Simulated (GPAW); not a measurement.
# The basis that the transmission of C2 in line between two Cu chains needs, part 2 of 2

Aim: T(E), conductance and thermopower of C2 in line between two Cu chains, and what cheaper settings cost in accuracy.

GPAW 26.7.0; GPAW LCAO, PAW setups; Landauer transmission from Green's functions with principal layers (ASE), zero bias.

So far, transmission at the Fermi level (one spin): step 2 (GPAW, dzp, PBE, GPAW) 0.197; step 3 (basis szp(dzp), PBE, GPAW) 0.195; step 4 (basis sz(dzp), PBE, GPAW) 0.150; step 5 (LDA) 0.185.

**8. Mixing 0.15, basis szp(dzp): beta = 0.15, nmaxold = 12 and basis = "szp(dzp)"**

Mixing changes the road to self-consistency, not its end. The mixing history changes the road to self-consistency, not its end. A smaller basis is cheaper in every inversion.

This step: GPAW LCAO, PAW setups; Landauer transmission from Green's functions with principal layers (ASE), zero bias (GPAW 26.7.0).

Input file run.py:

```python
import json
import numpy as np
from ase import Atoms
from ase.transport.calculators import TransportCalculator
from gpaw import GPAW, FermiDirac
from gpaw.lcao.tools import get_lcao_hamiltonian
from scipy.linalg import eigh

# The junction with lead layers at both ends, along the third cell vector
device = Atoms(
    ['Cu', 'Cu', 'Cu', 'Cu', 'Cu', 'C', 'C', 'Cu', 'Cu', 'Cu', 'Cu', 'Cu'],
    positions=[
        [4.50000, 4.50000, 1.15000],
        [4.50000, 4.50000, 3.45000],
        [4.50000, 4.50000, 5.75000],
        [4.50000, 4.50000, 8.05000],
        [4.50000, 4.50000, 10.35000],
        [4.50000, 4.50000, 12.08150],
        [4.50000, 4.50000, 13.32150],
        [4.50000, 4.50000, 15.05300],
        [4.50000, 4.50000, 17.35300],
        [4.50000, 4.50000, 19.65300],
        [4.50000, 4.50000, 21.95300],
        [4.50000, 4.50000, 24.25300]],
    cell=[[9.0, 0.0, 0.0], [0.0, 9.0, 0.0], [0.0, 0.0, 25.403]],
    pbc=True)

# One principal layer of the lead: the first 3 atoms of the device
lead = Atoms(
    ['Cu', 'Cu', 'Cu'],
    positions=[
        [4.50000, 4.50000, 1.15000],
        [4.50000, 4.50000, 3.45000],
        [4.50000, 4.50000, 5.75000]],
    cell=[[9.0, 0.0, 0.0], [0.0, 9.0, 0.0], [0.0, 0.0, 6.9]],
    pbc=True)

settings = dict(mode='lcao', basis='szp(dzp)', xc='PBE', h=0.2,
                occupations=FermiDirac(0.1), maxiter=250,
                mixer=dict(beta=0.15, nmaxold=12, weight=100.0),
                convergence=dict(density=0.0001))
energies = np.arange(-2, 2 + 1e-9, 0.05)
eta = 0.0001
n1, n2 = 1, 1
# k and -k transmit alike, so half of the mesh across the current serves
mesh = [(i, j) for i in range(n1) for j in range(n2) if (i, j) <= (-i % n1, -j % n2)]
weights = np.array([1 if (i, j) == (-i % n1, -j % n2) else 2 for i, j in mesh]) / (n1 * n2)

# [... helper functions left out ...]
fermi_lead = ground_state(lead, (1, 1, 16), 'lead.txt')
fermi_device = ground_state(device, (1, 1, 3), 'device.txt')
# [... loop over the mesh left out, but for ...]
        # Shift the lead onto the potential of the device's first layer
        shift = ((H[:, 0, 0] - H0[:, 0, 0]) / S0[0, 0]).real.mean()
# [...]
kT = 8.617333e-5 * 77
bias = [0.1, 0.2, 0.5, 1.0, 1.5, 2.0]
# [... integrals and printing left out ...]
```

On the command line:

```
$ OMP_NUM_THREADS=1 OPENBLAS_NUM_THREADS=1 python run.py
```

The program printed:

```text
basis functions: device 108, principal layer 27
Fermi level: lead -3.7203 eV, device -4.1375 eV; lead shifted by 0.0012 eV
largest coupling past the next layer 4.61e-05 eV, largest misfit of the first layer 0.049 eV
  E-E_F (eV)   T (one spin)  [channel counts left out]
    -2.000    8.6441e-02
    -1.950    8.7846e-02
    -1.900    8.9776e-02
    -1.850    9.2348e-02
    -1.800    9.5716e-02
    -1.750    1.0008e-01
    -1.700    1.4520e-01
    -1.650    1.9570e-01
    -1.600    2.5484e-01
    -1.550    3.2568e-01
    -1.500    3.9995e-01
    -1.450    4.6664e-01
    -1.400    5.2578e-01
    -1.350    5.9757e-01
    -1.300    7.3861e-01
    -1.250    1.2057e+00
[...]
1.650    4.4166e-02
     1.700    4.3611e-02
     1.750    4.3097e-02
     1.800    4.2621e-02
     1.850    4.2178e-02
     1.900    4.1764e-02
     1.950    4.1376e-02
     2.000    4.1012e-02
conductance at 77 K: 0.19551 G0 a cell; thermopower 4.492 uV/K
current from the zero-bias T(E) at 0.1 V: 1.5215 uA
current from the zero-bias T(E) at 0.2 V: 3.1184 uA
current from the zero-bias T(E) at 0.5 V: 22.325 uA
current from the zero-bias T(E) at 1.0 V: 54.672 uA
current from the zero-bias T(E) at 1.5 V: 82.002 uA
current from the zero-bias T(E) at 2.0 V: 112.91 uA
```

The job ended after 68 s (1 thread of Arm Neoverse N1, shared host; peak memory 0.9 GiB).

This step gave:

```yaml
conductance: 0.1955 G₀
thermopower: 4.492 μV/K
largest_coupling_past_the_next_principal_layer: 4.61e-5 eV
largest_misfit_of_the_first_principal_layer: 0.04882 eV
shift_that_aligns_the_lead: 0.001175 eV
basis_functions_of_the_junction: 108
basis_functions_of_a_principal_layer: 27
transmission_at_the_fermi_level_one_spin: 0.1952
```

One spin. Transmission, zone mean against energy, zero at the Fermi level:

```csv
energy (eV),"transmission, zone mean"
-2.00,0.0864
-1.85,0.0923
-1.70,0.145
-1.60,0.255
-1.45,0.467
-1.30,0.739
-1.15,1.26
-1.05,1.40
-0.90,1.58
-0.85,1.58
-0.75,1.44
-0.60,1.29
-0.50,1.33
-0.35,1.61
-0.20,1.92
-0.05,0.221
0.00,0.195
0.05,0.174
0.20,0.131
0.35,0.105
0.50,0.0874
0.60,0.0788
0.75,0.0690
0.90,0.0617
1.05,0.0562
1.15,0.0532
1.30,0.0496
1.45,0.0469
1.60,0.0448
1.70,0.0436
1.85,0.0422
2.00,0.0410
```

Not self-consistent under bias; the bias window is split evenly. Table of current through one cell, from the zero-bias transmission by bias:

```csv
bias (V),"current through one cell, from the zero-bias transmission (μA)"
0.100,1.52
0.200,3.12
0.500,22.3
1.000,54.7
1.500,82.0
2.000,113
```

Table of transmission of the three most open eigenchannels by energy, zero at the Fermi level:

```csv
energy (eV),channel 1,channel 2,channel 3
-2.00,0.0864,0,0
-1.90,0.0898,0,0
-1.80,0.0957,2.2e-11,2.2e-11
-1.70,0.106,0.0197,0.0197
-1.55,0.136,0.0950,0.0950
-1.45,0.180,0.143,0.143
-1.35,0.290,0.154,0.154
-1.25,0.904,0.151,0.151
-1.15,0.938,0.163,0.163
-1.05,0.996,0.202,0.202
-0.90,0.940,0.320,0.320
-0.80,0.714,0.405,0.405
-0.70,0.469,0.450,0.450
-0.60,0.461,0.461,0.371
-0.50,0.484,0.484,0.363
-0.40,0.558,0.558,0.376
-0.25,0.750,0.750,0.363
-0.15,0.763,0.763,0.294
-0.05,0.221,9.7e-10,9.7e-10
0.00,0.195,2.3e-11,2.3e-11
0.05,0.174,1.6e-12,1.6e-12
0.15,0.143,0,0
0.25,0.121,0,0
0.40,0.0982,0,0
0.50,0.0874,0,0
0.60,0.0788,0,0
0.70,0.0721,0,0
0.80,0.0663,0,0
0.90,0.0617,0,0
1.05,0.0562,0,0
1.15,0.0532,0,0
1.25,0.0507,0,0
1.35,0.0486,0,0
1.45,0.0469,0,0
1.55,0.0454,0,0
1.70,0.0436,0,0
1.80,0.0426,0,0
1.90,0.0418,0,0
2.00,0.0410,0,0
```

The conductance, 0.196 G₀, lies 0.7 % below that of the dzp run.

**9. Another change of settings**

A last run, with other settings again.

Edit run.py of step 8 so:

```diff
@@ -27,15 +27,13 @@
 
-# One principal layer of the lead: the first 3 atoms of the device
+# One principal layer of the lead: the first 1 atoms of the device
 lead = Atoms(
-    ['Cu', 'Cu', 'Cu'],
+    ['Cu'],
     positions=[
-        [4.50000, 4.50000, 1.15000],
-        [4.50000, 4.50000, 3.45000],
-        [4.50000, 4.50000, 5.75000]],
-    cell=[[9.0, 0.0, 0.0], [0.0, 9.0, 0.0], [0.0, 0.0, 6.9]],
+        [4.50000, 4.50000, 1.15000]],
+    cell=[[9.0, 0.0, 0.0], [0.0, 9.0, 0.0], [0.0, 0.0, 2.3]],
     pbc=True)
 
-settings = dict(mode='lcao', basis='szp(dzp)', xc='PBE', h=0.2,
-                occupations=FermiDirac(0.1), maxiter=250,
-                mixer=dict(beta=0.15, nmaxold=12, weight=100.0),
+settings = dict(mode='lcao', basis='dzp', xc='PBE', h=0.2,
+                occupations=FermiDirac(0.1), maxiter=60,
+                mixer=dict(beta=0.1, nmaxold=8, weight=100.0),
                 convergence=dict(density=0.0001))
```

The program printed:

```text
LinAlgError: The leading minor of order 14 of B is not positive definite. The factorization of B could not be completed and no eigenvalues or eigenvectors were computed.
```

It took 68 s on 1 thread; peak memory 0.8 GiB.

The run ended with an error.

The program's message: “LinAlgError: The leading minor of order 14 of B is not positive definite. The factorization of B could not be completed and no eigenvalues or eigenvectors were computed.”

The change that led to it: n_lead = 1 and period = 2.3.

**10. Outcome**

```yaml
conductance: 0.197 G₀
transmission_at_the_fermi_level_mean_of_the_spins: 0.197
thermopower: 4.21 μV/K
```

What this shows: In the dzp basis the junction conducts 0.197 G₀ at 77 K, with T = 0.197 a spin at the Fermi level; the szp basis reaches that conductance within 10 %. At the Fermi level one eigenchannel carries the current (0.20). Measured against the first run (dzp), the nearest curve is that of dzp-LDA (r.m.s. 0.040) and the farthest that of sz (0.35). Over the compared runs wall time goes from 47 s (sz) to 65 s (dzp), on a shared host. The geometry was built from estimated bond lengths and not relaxed, so the numbers describe this model structure. An evenly spaced straight chain is an idealisation: free chains tend to dimerise, zigzag or, where a band edge lies near the Fermi level, turn magnetic. The currents use the zero-bias T(E) throughout, which holds only while the bias is small against the distance to the nearest feature. The energy step is wider than the thermal energy, so the conductance and thermopower rest on interpolation of T(E).

[Logs are printed without paths, hosts, clocks, repeated set-up lines and the standing remarks that a program may print on its own settings, such as how far it seeks lower states.]

[Hosts, paths, dates, database ids (printed as entryN), source tags and the programs' standing remarks are cut or masked in the printed files.]
